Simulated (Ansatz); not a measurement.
# A convergence test on SiO2 (Quartz): k mesh of the density

How far can the k mesh of the density be lowered for the gap of SiO2 (Quartz)?

Program: Ansatz 0.2.0. Level of theory: DFT, LDA, plane waves, PAW. Results are calculated unless marked as measured.

This is a report of a sequence of runs, with most program output left out.

### Step 1. The structure

Symmetry: P3_121, No. 152, trigonal system. Conventional cell: a = 4.916 Å, b = 4.916 Å, c = 5.409 Å, α = 90.00°, β = 90.00°, γ = 120.00°. Nearest to Si lie 4 O at 1.61 Å. Nearest to O lie 2 Si at 1.61 Å. Farther neighbours and most contacts between anions are not listed.

The cell and positions come from the Crystallography Open Database and are kept as given unless a step says otherwise. The default PAW set here is soft_2. Its files were made with PBE.

### Step 2. k mesh of the density: 3×3×2

Input file input.yaml:

```yaml
crystal:
  lattice:
    - [4.9158, 0.0, 0.0]
    - [-2.4579, 4.2572076799, 0.0]
    - [0.0, 0.0, 5.4091]
  atoms:
    - { symbol: Si, position: [0.5303, 0.0, 0.3333333333] }
    - { symbol: Si, position: [0.0, 0.5303, 0.6666666667] }
    - { symbol: Si, position: [0.4697, 0.4697, 0.0] }
    - { symbol: O, position: [0.1462, 0.4142, 0.881] }
    - { symbol: O, position: [0.5858, 0.732, 0.2143333333] }
    - { symbol: O, position: [0.268, 0.8538, 0.5476666667] }
    - { symbol: O, position: [0.4142, 0.1462, 0.119] }
    - { symbol: O, position: [0.732, 0.5858, 0.7856666667] }
    - { symbol: O, position: [0.8538, 0.268, 0.4523333333] }
kpoints:
  mp_grid: { grid: [3, 3, 2] }
  band_path:
    path:
      - [0.0, 0.0, 0.0]
      - [0.5, 0.0, 0.0]
      - [0.33333333, 0.33333333, 0.0]
      - [0.0, 0.0, 0.5]
      - [0.5, 0.0, 0.5]
      - [0.33333333, 0.33333333, 0.5]
      - [0.0, 0.0, 0.05]
    npoints: 1
hamiltonian:
  xc: lda
scf:
  occupations: { method: fixed }
  n_extra_bands: 7
output:
  eigenvalues: true
  forces: true
  stress: true
  write_density: true
  write_potential: true
  elf: true
  volumetric_format: npy
```

The run is started by

```console
> ansatz run input.yaml --threads 3 --pin off --max-ram 92160MiB --backend cuda --events-out ev --progress --plain --runs-dir out --devices 1 --max-vram 13GiB
```

The job ended after 10 s (1 × NVIDIA H100 80GB HBM3 (shared by 6 runs) with 3 threads of AMD EPYC 7R13 (Zen 3), shared host; peak memory 0.94 GiB; 8.3 s of CPU time).

Numbers from this step:

- pressure: -0.4418 GPa
- gap: 5.749 eV
- valence top at: K
- conduction bottom at: Γ
- least direct gap: 6.051 eV

The gap is indirect, with the least direct gap 0.30 eV higher.

### Step 3. k mesh of the density: 6×6×2

input.yaml, as its differences from that of step 2:

```diff
@@ -16,3 +16,3 @@
 kpoints:
-  mp_grid: { grid: [3, 3, 2] }
+  mp_grid: { grid: [6, 6, 2] }
   band_path:
```

It took 8 s on 1 × NVIDIA H100 80GB HBM3 (shared by 6 runs) with 3 threads; peak memory 0.93 GiB; 5.2 s of CPU time.

This step gave:

```
pressure             : -0.4449 GPa
gap                  : 5.749 eV
valence top at       : K
conduction bottom at : Γ
least direct gap     : 6.051 eV
```

The gap is 5.749 eV, as in the run before at this level.

### Step 4. k mesh of the density: 6×6×4 (the default)

input.yaml, the sections that differ from step 3:

```yaml
kpoints:
  mp_grid: { grid: [6, 6, 4] }
  band_path:
    path:
      - [[0.0, 0.0, 0.0], [0.5, 0.0, 0.0], [0.33333333, 0.33333333, 0.0], [0.0, 0.0, 0.0], [0.0, 0.0, 0.5], [0.5, 0.0, 0.5], [0.33333333, 0.33333333, 0.5], [0.0, 0.0, 0.5]]
      - [[0.5, 0.0, 0.5], [0.5, 0.0, 0.0]]
      - [[0.33333333, 0.33333333, 0.5], [0.33333333, 0.33333333, 0.0]]
    npoints: 10
scf:
  occupations: { method: fermi_dirac, width: 0.02 }
  n_extra_bands: 7
# crystal, hamiltonian, output: as in step 3
```

It took 14 s on 1 × NVIDIA H100 80GB HBM3 (shared by 6 runs) with 3 threads; peak memory 0.94 GiB.

Numbers from this step:

| Property | Result |
| --- | --- |
| pressure | -0.4457 GPa |
| gap | 5.749 eV |
| valence top at | K |
| conduction bottom at | Γ |
| least direct gap | 6.051 eV |

The gap is 5.749 eV, as in the run before at this level.

### Step 5. k mesh of the density: 12×12×6

input.yaml, the sections that differ from step 4:

```yaml
kpoints:
  mp_grid: { grid: [12, 12, 6] }
  band_path:
    path:
      - [0.0, 0.0, 0.0]
      - [0.5, 0.0, 0.0]
      - [0.33333333, 0.33333333, 0.0]
      - [0.0, 0.0, 0.5]
      - [0.5, 0.0, 0.5]
      - [0.33333333, 0.33333333, 0.5]
      - [0.0, 0.0, 0.05]
    npoints: 1
scf:
  occupations: { method: fixed }
  n_extra_bands: 7
output:
  eigenvalues: true
  forces: true
  stress: true
# crystal, hamiltonian: as in step 4
```

Run time: 25 s. Hardware: 1 × NVIDIA H100 80GB HBM3 (shared by 6 runs) with 3 threads; peak memory 0.95 GiB; 44 s of CPU time.

This step gave:

* pressure: -0.4448 GPa
* gap: 5.749 eV
* valence top at: K
* conduction bottom at: Γ
* least direct gap: 6.051 eV

The gap is 5.749 eV, as in the run before at this level.

### Step 6. The series

Differences are against the last row; a negative gap means that bands overlap, and a run with a band path holds that path's time. Times are wall times on 1 × NVIDIA H100 80GB HBM3 (shared by 6 runs) with 3 threads of AMD EPYC 7R13 (Zen 3), shared host, good to a factor of about two.

```csv
k mesh of the density,gap (eV),direct gap (eV),gap error (eV),energy error (meV/atom),irreducible k,time
3×3×2,5.749,6.051,+0.000,−0.1,6,10 s
6×6×2,5.749,6.051,+0.0001,+0.0,14,8 s
6×6×4,5.749,6.051,+0.000,+0.0,24,14 s
12×12×6,5.749,6.051,+0.000,+0.0,100,25 s
```

### Step 7. Results

```json
{
 "3×3×2": "5.749 eV",
 "6×6×2": "5.749 eV",
 "6×6×4": "5.749 eV",
 "12×12×6": "5.749 eV"
}
```

In words: The gap holds to 0.02 eV from 3×3×2 on, the cheapest setting tried. At 3×3×2 the gap is off by +0.000 eV and the energy by +0 meV/atom. The gap is read over the mesh and added points near the edges, so meshes differ mainly through the density and, for a hybrid, the exchange operator.

[Paths, hosts, dates, memory and timing lines, banners, echoed tables and standing remarks are left out of the program output.]

[Logs are printed without paths, hosts, clocks, repeated set-up lines and the standing remarks that a program may print on its own settings, such as how far it seeks lower states.]

[Runs of the session that timed out or met a known fault of the program may be left out.]

[Cells called generated may have been cut or substituted from an entry of the Crystallography Open Database or the Materials Project.]

[Hosts, paths, dates, database ids (printed as entryN), source tags and the programs' standing remarks are cut or masked in the printed files.]
